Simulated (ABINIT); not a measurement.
# CsPbCl3 (Pm-3m): making up for missing bands, part 2 of 2

Aim: few bands, with and without a completion of the sum over empty states, for CsPbCl3 (Pm-3m).

ABINIT 10.8.3; PBE and many-body steps on it, plane waves. Known limits of the many-body steps: short of the basis limit; exchange with frozen shells missing; no spin-orbit coupling; coarse k mesh.

So far. Step 3 (Screening, 2×2×2 mesh, 266 bands, screening to 152.4 eV): Local fields lower ε∞ by 13 %. On a Γ-centred mesh this coarse the value itself is usually too large, while a short band sum pulls it down. Step 4 (266 bands): The gap on the mesh goes from 1.93 eV to 3.17 eV, a correction of +1.23 eV.

## 6. 43 bands

This step: G0W0 on PBE, plane waves, norm-conserving pseudopotentials.

run.abi

```
acell 3*1.0 Angstrom
rprim 
  5.605000000000 0.000000000000 0.000000000000
  0.000000000000 5.605000000000 0.000000000000
  0.000000000000 0.000000000000 5.605000000000
ntypat 3
znucl 55 82 17
natom 5
typat 1 2 3 3 3
xred 
  0.000000000000 0.000000000000 0.000000000000
  0.500000000000 0.500000000000 0.500000000000
  0.500000000000 0.500000000000 0.000000000000
  0.000000000000 0.500000000000 0.500000000000
  0.500000000000 0.000000000000 0.500000000000
pp_dirpath "pseudos"
pseudos "Cs.upf, Pb.upf, Cl.upf"
ecut 25
ngkpt 2 2 2
nshiftk 1
shiftk 0 0 0
kptopt 1
chksymbreak 0
istwfk *1
occopt 1
irdwfk 1
optdriver 4
nband 43
gwcalctyp 0
ecutsigx 25
symsigma 1
nkptgw 2
kptgw 
  0.5000000000 0.5000000000 0.5000000000
  0.0000000000 0.0000000000 0.0000000000
bdgw 
  19 25
  20 25
ecuteps 5.6
irdscr 1
ppmodel 1
indata_prefix "in"
outdata_prefix "out"
tmpdata_prefix "tmp"
```

Run with:

```sh
> OMP_NUM_THREADS=1 mpirun -n 8 abinit run.abi > log
```

What it wrote:

```text
.Version 10.8.3 of ABINIT. v10.8.2 released Aug 2026.

 Symmetries : space group Pm -3 m (#221); Bravais cP (primitive cubic)
[... echo of the input left out ...]
== DATASET  1 ==================================================================
-   mpi_nproc: 8, omp_nthreads: 1 (-1 if OMP is not activated)

--- !DatasetInfo
iteration_state: {dtset: 1, }
dimensions: {natom: 5, nkpt: 4, mband: 43, nsppol: 1, nspinor: 1, nspden: 1, mpw: 7123, }
cutoff_energies: {ecut:  25.0, pawecutdg:  -1.0, }
electrons: {nelect:   4.40000000E+01, charge:   0.00000000E+00, occopt:   1.00000000E+00, tsmear:   1.00000000E-02, }

 SIGMA: Calculation of the GW corrections

 Based on a program developped by R.W. Godby, V. Olevano, G. Onida, and L. Reining.
 Incorporated in ABINIT by V. Olevano, G.-M. Rignanese, and M. Torrent.
.Using double precision arithmetic ; gwpc =  8

[... cell and pseudopotentials left out ...]
--------------------------------------------------------------------------------

 ==== K-mesh for the wavefunctions ====
 Number of points in the irreducible wedge :     4
[... list of points left out ...]
 Together with 48 symmetry operations and time-reversal symmetry
 yields     8 points in the full Brillouin Zone.

 ==== Q-mesh for screening function ====
 Number of points in the irreducible wedge :     4
[... list of points left out ...]
 Together with 48 symmetry operations and time-reversal symmetry
 yields     8 points in the full Brillouin Zone.

 vcoul_init : cutoff-mode = AUXILIARY_FUNCTION
 q-points for optical limit:   1
     1)      0.000010    0.000020    0.000030
 setmesh: FFT mesh size selected  =    48x   48x   48
          total number of points  =       110592

 Number of electrons calculated from density =   44.0000; Expected =   44.0000
[...]
number of omega for Sigma on real axis              0
 max omega for Sigma on real axis  [eV]           0.00
 zcut for avoiding poles [eV]                     0.10

 EPSILON^-1 parameters (SCR file):
 dimension of the eps^-1 matrix on file            739
 dimension of the eps^-1 matrix used               739
 number of plane-waves for wavefunctions          7123
 number of bands                                    43
 number of q-points in IBZ                           4
 number of frequencies                               2
 number of real frequencies                          1
 number of imag frequencies                          1

 matrix elements of self-energy operator (all in [eV])

 Perturbative Calculation

--- !SelfEnergy_ee
iteration_state: {dtset: 1, }
kpoint     : [   0.500,    0.500,    0.500, ]
spin       : 1
KS_gap     :    1.933
QP_gap     :    3.082
Delta_QP_KS:    1.149
data: !SigmaeeData |
     Band     E0 <VxcDFT>   SigX SigC(E0)      Z dSigC/dE  Sig(E)    E-E0       E
       19  -0.178 -14.256 -18.504   3.883   0.773  -0.294 -14.539  -0.282  -0.460
       20  -0.178 -14.256 -18.504   3.883   0.773  -0.294 -14.539  -0.282  -0.460
       21  -0.178 -14.256 -18.504   3.883   0.773  -0.294 -14.539  -0.282  -0.460
[...]
--- !SelfEnergy_ee
iteration_state: {dtset: 1, }
kpoint     : [   0.000,    0.000,    0.000, ]
spin       : 1
KS_gap     :    5.875
QP_gap     :    7.180
Delta_QP_KS:    1.305
data: !SigmaeeData |
     Band     E0 <VxcDFT>   SigX SigC(E0)      Z dSigC/dE  Sig(E)    E-E0       E
[...]
24   6.319  -6.633  -2.877  -2.272   0.855  -0.169  -5.364   1.269   7.588
       25   6.319  -6.633  -2.877  -2.272   0.855  -0.169  -5.364   1.269   7.588

== END DATASET(S) ==============================================================
================================================================================

 -outvars: echo values of variables after computation  --------
           etotal      0.0000000000E+00
            nband          43
             nkpt           4
          spgroup         221
 [... the other variables as echoed above ...]

 Calculation completed.
```

Wall time 21 s (8 MPI ranks of Intel Xeon 6975P-C (Granite Rapids), shared host); peak memory 2.4 GiB.

Read from the output:

| Item | Value |
| --- | --- |
| G0W0 gap on the mesh | 3.082 eV |
| starting gap on the mesh | 1.933 eV |
| k of the valence top | 0.5, 0.5, 0.5 |
| k of the conduction bottom | 0.5, 0.5, 0.5 |
| Z at the valence top | 0.803 |
| Z at the conduction bottom | 0.831 |
| least direct G0W0 gap on the computed points | 3.082 eV |

Against G0W0 in ABINIT (2×2×2 mesh, 266 bands, screening to 152.4 eV, Godby-Needs plasmon pole), the gap moves by −0.084 eV.

## 7. Screening, 2×2×2 mesh, 43 bands, screening to 152.4 eV

This step: RPA screening on PBE, plane waves, norm-conserving pseudopotentials.

Edit run.abi of step 6 so:

```diff
@@ -26,17 +26,10 @@
 irdwfk 1
-optdriver 4
+optdriver 3
 nband 43
-gwcalctyp 0
-ecutsigx 25
-symsigma 1
-nkptgw 2
-kptgw 
-  0.5000000000 0.5000000000 0.5000000000
-  0.0000000000 0.0000000000 0.0000000000
-bdgw 
-  19 25
-  20 25
 ecuteps 5.6
-irdscr 1
-ppmodel 1
+inclvkb 2
+awtr 1
+symchi 1
+gwcomp 1
+gwencomp 1.5
 indata_prefix "in"
```

What it wrote:

```text
.Version 10.8.3 of ABINIT. v10.8.2 released Aug 2026.

 Symmetries : space group Pm -3 m (#221); Bravais cP (primitive cubic)
[... echo of the input left out ...]
== DATASET  1 ==================================================================
-   mpi_nproc: 8, omp_nthreads: 1 (-1 if OMP is not activated)

--- !DatasetInfo
iteration_state: {dtset: 1, }
dimensions: {natom: 5, nkpt: 4, mband: 43, nsppol: 1, nspinor: 1, nspden: 1, mpw: 7123, }
cutoff_energies: {ecut:  25.0, pawecutdg:  -1.0, }
[...]
--------------------------------------------------------------------------------
[... chi0 elements left out ...]
 For q-point:  0.000010 0.000020 0.000030
  dielectric constant =   7.2913
  dielectric constant without local fields =   8.0900

  Average fulfillment of the sum rule on Im[epsilon] for q-point    1 :    152.18  [%]
[... wings left out ...]
  q-point number  2        q = ( 0.500000, 0.000000, 0.000000) [r.l.u.]
--------------------------------------------------------------------------------
[... chi0 elements left out ...]
  Average fulfillment of the sum rule on Im[epsilon] for q-point    2 :    160.28  [%]

 [... 2 further q-points ...]
```

Wall time 34 s (8 MPI ranks); peak memory 2.3 GiB.

This step gave:

```
ε∞ with local fields, on this mesh    : 7.291
ε∞ without local fields, on this mesh : 8.09
plasma frequency                      : 18.56 eV
plane waves in the screening matrix   : 739
```

## 8. 43 bands, completed

This step: G0W0 on PBE, plane waves, norm-conserving pseudopotentials.

Edit run.abi of step 7 so:

```diff
@@ -26,8 +26,17 @@
 irdwfk 1
-optdriver 3
+optdriver 4
 nband 43
+gwcalctyp 0
+ecutsigx 25
+symsigma 1
+nkptgw 2
+kptgw 
+  0.5000000000 0.5000000000 0.5000000000
+  0.0000000000 0.0000000000 0.0000000000
+bdgw 
+  19 25
+  20 25
 ecuteps 5.6
-inclvkb 2
-awtr 1
-symchi 1
+irdscr 1
+ppmodel 1
 gwcomp 1
```

What it wrote:

```text
.Version 10.8.3 of ABINIT. v10.8.2 released Aug 2026.

 Symmetries : space group Pm -3 m (#221); Bravais cP (primitive cubic)
[... echo of the input left out ...]
== DATASET  1 ==================================================================
-   mpi_nproc: 8, omp_nthreads: 1 (-1 if OMP is not activated)

--- !DatasetInfo
iteration_state: {dtset: 1, }
dimensions: {natom: 5, nkpt: 4, mband: 43, nsppol: 1, nspinor: 1, nspden: 1, mpw: 7123, }
cutoff_energies: {ecut:  25.0, pawecutdg:  -1.0, }
[...]
Band     E0 <VxcDFT>   SigX SigC(E0)      Z dSigC/dE  Sig(E)    E-E0       E
[...]
24   6.319  -6.633  -2.877  -2.996   0.856  -0.168  -5.982   0.650   6.969
       25   6.319  -6.633  -2.877  -2.996   0.856  -0.168  -5.982   0.650   6.969

== END DATASET(S) ==============================================================
================================================================================

 -outvars: echo values of variables after computation  --------
           etotal      0.0000000000E+00
            nband          43
             nkpt           4
          spgroup         221
 [... the other variables as echoed above ...]

 Calculation completed.
```

Run time: 21 s. Hardware: 8 MPI ranks; peak memory 2.4 GiB; 2.7 min of CPU time.

Numbers from this step:

```yaml
g0w0_gap_on_the_mesh: 3.310 eV
starting_gap_on_the_mesh: 1.933 eV
k_of_the_valence_top: 0.5, 0.5, 0.5
k_of_the_conduction_bottom: 0.5, 0.5, 0.5
least_direct_g0w0_gap_on_the_computed_points: 3.310 eV
```

Against G0W0 in ABINIT (2×2×2 mesh, 266 bands, screening to 152.4 eV, Godby-Needs plasmon pole), the gap moves by +0.144 eV.

## 9. Screening, 2×2×2 mesh, 108 bands, screening to 152.4 eV

This step: RPA screening on PBE, plane waves, norm-conserving pseudopotentials.

Edit run.abi of step 8 so:

```diff
@@ -26,19 +26,8 @@
 irdwfk 1
-optdriver 4
-nband 43
-gwcalctyp 0
-ecutsigx 25
-symsigma 1
-nkptgw 2
-kptgw 
-  0.5000000000 0.5000000000 0.5000000000
-  0.0000000000 0.0000000000 0.0000000000
-bdgw 
-  19 25
-  20 25
+optdriver 3
+nband 108
 ecuteps 5.6
-irdscr 1
-ppmodel 1
-gwcomp 1
-gwencomp 1.5
+inclvkb 2
+awtr 1
+symchi 1
 indata_prefix "in"
```

What it wrote:

```text
.Version 10.8.3 of ABINIT. v10.8.2 released Aug 2026.

 Symmetries : space group Pm -3 m (#221); Bravais cP (primitive cubic)
[... echo of the input left out ...]
== DATASET  1 ==================================================================
-   mpi_nproc: 8, omp_nthreads: 1 (-1 if OMP is not activated)

--- !DatasetInfo
iteration_state: {dtset: 1, }
dimensions: {natom: 5, nkpt: 4, mband: 108, nsppol: 1, nspinor: 1, nspden: 1, mpw: 7123, }
cutoff_energies: {ecut:  25.0, pawecutdg:  -1.0, }
[...]
--------------------------------------------------------------------------------
[... chi0 elements left out ...]
 For q-point:  0.000010 0.000020 0.000030
  dielectric constant =   7.1475
  dielectric constant without local fields =   8.2658

  Average fulfillment of the sum rule on Im[epsilon] for q-point    1 :     57.14  [%]
[... wings left out ...]
  q-point number  2        q = ( 0.500000, 0.000000, 0.000000) [r.l.u.]
--------------------------------------------------------------------------------
[... chi0 elements left out ...]
  Average fulfillment of the sum rule on Im[epsilon] for q-point    2 :     66.95  [%]

 [... 2 further q-points ...]
```

Run time: 27 s. Hardware: 8 MPI ranks; peak memory 2.1 GiB.

Read from the output:

```yaml
eps_infinity_with_local_fields_on_this_mesh: 7.147
eps_infinity_without_local_fields_on_this_mesh: 8.266
plasma_frequency: 18.56 eV
plane_waves_in_the_screening_matrix: 739
```

## 10. 108 bands

This step: G0W0 on PBE, plane waves, norm-conserving pseudopotentials.

Edit run.abi of step 9 so:

```diff
@@ -26,8 +26,17 @@
 irdwfk 1
-optdriver 3
+optdriver 4
 nband 108
+gwcalctyp 0
+ecutsigx 25
+symsigma 1
+nkptgw 2
+kptgw 
+  0.5000000000 0.5000000000 0.5000000000
+  0.0000000000 0.0000000000 0.0000000000
+bdgw 
+  19 25
+  20 25
 ecuteps 5.6
-inclvkb 2
-awtr 1
-symchi 1
+irdscr 1
+ppmodel 1
 indata_prefix "in"
```

What it wrote:

```text
.Version 10.8.3 of ABINIT. v10.8.2 released Aug 2026.

 Symmetries : space group Pm -3 m (#221); Bravais cP (primitive cubic)
[... echo of the input left out ...]
== DATASET  1 ==================================================================
-   mpi_nproc: 8, omp_nthreads: 1 (-1 if OMP is not activated)

--- !DatasetInfo
iteration_state: {dtset: 1, }
dimensions: {natom: 5, nkpt: 4, mband: 108, nsppol: 1, nspinor: 1, nspden: 1, mpw: 7123, }
cutoff_energies: {ecut:  25.0, pawecutdg:  -1.0, }
[...]
Band     E0 <VxcDFT>   SigX SigC(E0)      Z dSigC/dE  Sig(E)    E-E0       E
[...]
24   6.319  -6.633  -2.877  -2.983   0.843  -0.186  -5.981   0.652   6.971
       25   6.319  -6.633  -2.877  -2.983   0.843  -0.186  -5.981   0.652   6.971

== END DATASET(S) ==============================================================
================================================================================

 -outvars: echo values of variables after computation  --------
           etotal      0.0000000000E+00
            nband         108
             nkpt           4
          spgroup         221
 [... the other variables as echoed above ...]

 Calculation completed.
```

The job ended after 29 s (8 MPI ranks; peak memory 2.6 GiB; 3.8 min of CPU time).

Numbers from this step:

```yaml
g0w0_gap_on_the_mesh: 3.039 eV
starting_gap_on_the_mesh: 1.933 eV
k_of_the_valence_top: 0.5, 0.5, 0.5
k_of_the_conduction_bottom: 0.5, 0.5, 0.5
least_direct_g0w0_gap_on_the_computed_points: 3.039 eV
```

Against G0W0 in ABINIT (2×2×2 mesh, 266 bands, screening to 152.4 eV, Godby-Needs plasmon pole), the gap moves by −0.127 eV.

## 11. Screening, 2×2×2 mesh, 108 bands, screening to 152.4 eV

This step: RPA screening on PBE, plane waves, norm-conserving pseudopotentials.

Edit run.abi of step 10 so:

```diff
@@ -26,17 +26,10 @@
 irdwfk 1
-optdriver 4
+optdriver 3
 nband 108
-gwcalctyp 0
-ecutsigx 25
-symsigma 1
-nkptgw 2
-kptgw 
-  0.5000000000 0.5000000000 0.5000000000
-  0.0000000000 0.0000000000 0.0000000000
-bdgw 
-  19 25
-  20 25
 ecuteps 5.6
-irdscr 1
-ppmodel 1
+inclvkb 2
+awtr 1
+symchi 1
+gwcomp 1
+gwencomp 1.5
 indata_prefix "in"
```

What it wrote:

```text
.Version 10.8.3 of ABINIT. v10.8.2 released Aug 2026.

 Symmetries : space group Pm -3 m (#221); Bravais cP (primitive cubic)
[... echo of the input left out ...]
== DATASET  1 ==================================================================
-   mpi_nproc: 8, omp_nthreads: 1 (-1 if OMP is not activated)

--- !DatasetInfo
iteration_state: {dtset: 1, }
dimensions: {natom: 5, nkpt: 4, mband: 108, nsppol: 1, nspinor: 1, nspden: 1, mpw: 7123, }
cutoff_energies: {ecut:  25.0, pawecutdg:  -1.0, }
[...]
--------------------------------------------------------------------------------
[... chi0 elements left out ...]
 For q-point:  0.000010 0.000020 0.000030
  dielectric constant =   7.2728
  dielectric constant without local fields =   8.2658

  Average fulfillment of the sum rule on Im[epsilon] for q-point    1 :    127.03  [%]
[... wings left out ...]
  q-point number  2        q = ( 0.500000, 0.000000, 0.000000) [r.l.u.]
--------------------------------------------------------------------------------
[... chi0 elements left out ...]
  Average fulfillment of the sum rule on Im[epsilon] for q-point    2 :    130.93  [%]

 [... 2 further q-points ...]
```

The job ended after 41 s (8 MPI ranks; peak memory 2.5 GiB).

Numbers from this step:

- ε∞ with local fields, on this mesh: 7.273
- ε∞ without local fields, on this mesh: 8.266
- plasma frequency: 18.56 eV
- plane waves in the screening matrix: 739

## 12. 108 bands, completed

This step: G0W0 on PBE, plane waves, norm-conserving pseudopotentials.

Edit run.abi of step 11 so:

```diff
@@ -26,8 +26,17 @@
 irdwfk 1
-optdriver 3
+optdriver 4
 nband 108
+gwcalctyp 0
+ecutsigx 25
+symsigma 1
+nkptgw 2
+kptgw 
+  0.5000000000 0.5000000000 0.5000000000
+  0.0000000000 0.0000000000 0.0000000000
+bdgw 
+  19 25
+  20 25
 ecuteps 5.6
-inclvkb 2
-awtr 1
-symchi 1
+irdscr 1
+ppmodel 1
 gwcomp 1
```

What it wrote:

```text
.Version 10.8.3 of ABINIT. v10.8.2 released Aug 2026.

 Symmetries : space group Pm -3 m (#221); Bravais cP (primitive cubic)
[... echo of the input left out ...]
== DATASET  1 ==================================================================
-   mpi_nproc: 8, omp_nthreads: 1 (-1 if OMP is not activated)

--- !DatasetInfo
iteration_state: {dtset: 1, }
dimensions: {natom: 5, nkpt: 4, mband: 108, nsppol: 1, nspinor: 1, nspden: 1, mpw: 7123, }
cutoff_energies: {ecut:  25.0, pawecutdg:  -1.0, }
[...]
Band     E0 <VxcDFT>   SigX SigC(E0)      Z dSigC/dE  Sig(E)    E-E0       E
[...]
24   6.319  -6.633  -2.877  -3.344   0.843  -0.186  -6.285   0.347   6.666
       25   6.319  -6.633  -2.877  -3.344   0.843  -0.186  -6.285   0.347   6.666

== END DATASET(S) ==============================================================
================================================================================

 -outvars: echo values of variables after computation  --------
           etotal      0.0000000000E+00
            nband         108
             nkpt           4
          spgroup         221
 [... the other variables as echoed above ...]

 Calculation completed.
```

Run time: 36 s. Hardware: 8 MPI ranks; peak memory 2.6 GiB; 4.7 min of CPU time.

Numbers from this step:

- G0W0 gap on the mesh: 3.217 eV
- starting gap on the mesh: 1.933 eV
- k of the valence top: 0.5, 0.5, 0.5
- k of the conduction bottom: 0.5, 0.5, 0.5
- least direct G0W0 gap on the computed points: 3.217 eV

Against G0W0 in ABINIT (2×2×2 mesh, 266 bands, screening to 152.4 eV, Godby-Needs plasmon pole), the gap moves by +0.051 eV.

## 13. Side by side

Times are wall times on 8 MPI ranks of Intel Xeon 6975P-C (Granite Rapids), shared host, good to a factor of about two. A run's time includes the screening step that it read.

```csv
run,mesh,bands,screening cutoff (eV),DFT gap (eV),gap on the mesh (eV),direct (eV),ε∞ used,time
266 bands,2×2×2,266,152.4,1.933,3.166,3.166,7.19,2.4 min
43 bands,2×2×2,43,152.4,1.933,3.082,3.082,7.08,33 s
"43 bands, completed",2×2×2,43,152.4,1.933,3.310,3.310,7.29,55 s
108 bands,2×2×2,108,152.4,1.933,3.039,3.039,7.15,56 s
"108 bands, completed",2×2×2,108,152.4,1.933,3.217,3.217,7.27,76 s
```

## 14. Summary of results

| Quantity | Value |
| --- | --- |
| 266 bands | 3.166 eV |
| 43 bands | 3.082 eV |
| 43 bands, completed | 3.310 eV |
| 108 bands | 3.039 eV |
| 108 bands, completed | 3.217 eV |

43 bands: −0.084 eV against 266 bands. 43 bands, completed: +0.144 eV against 266 bands. 108 bands: −0.127 eV against 266 bands. 108 bands, completed: +0.051 eV against 266 bands. The row with most bands is itself short of the limit, so it is no exact reference, and agreement of a truncated run with it can be a cancellation between the edges. The 2×2×2 mesh is coarse for this cell, which bears on the long-range parts of exchange and screening. Where an edge is built on 6p states of lead, bismuth or thallium, scalar-relativistic gaps usually stand too wide, by a few tenths to over one eV. This is the ideal cubic cell; many perovskites, halides above all, are cubic only on average, and local tilts or off-centring can widen the gap. The norm-conserving file of at least one element keeps a d shell over frozen s and p shells of the same row. Exchange with those shells is missing from the self-energy, an error of 0.3 to 0.9 eV in cases checked, whose sign depends on which edge lies on those atoms. The many-body steps are scalar-relativistic: spin-orbit coupling is not in them.

[Long decimals in the printed logs are rounded to 6 places.]

[Logs are printed without paths, hosts, clocks, repeated set-up lines and the standing remarks that a program may print on its own settings, such as how far it seeks lower states.]

[Paths, hosts, dates, memory and timing lines, banners, echoed tables and standing remarks are left out of the program output; an Ansatz launch command may be rebuilt from the run's recorded settings. Measured values are a selection of at most five: reports struck by readers or far from the other reports are left out. None is set beside runs whose start may be inverted or whose files or cutoffs have a known fault.]

[Runs of the session that timed out or met a known fault of the program may be left out.]

[Hosts, paths, dates, database ids (printed as entryN), source tags and the programs' standing remarks are cut or masked in the printed files.]

[G0W0 gaps are taken among the corrected bands and points alone; a level outside them can change the order at an edge.]

[Where Ansatz stands beside ABINIT at settings called matched, ABINIT's density can come from a denser mesh and the files from another edition; pairs whose starting gaps differed by over 0.03 eV were left out, so agreement reads better than it is.]
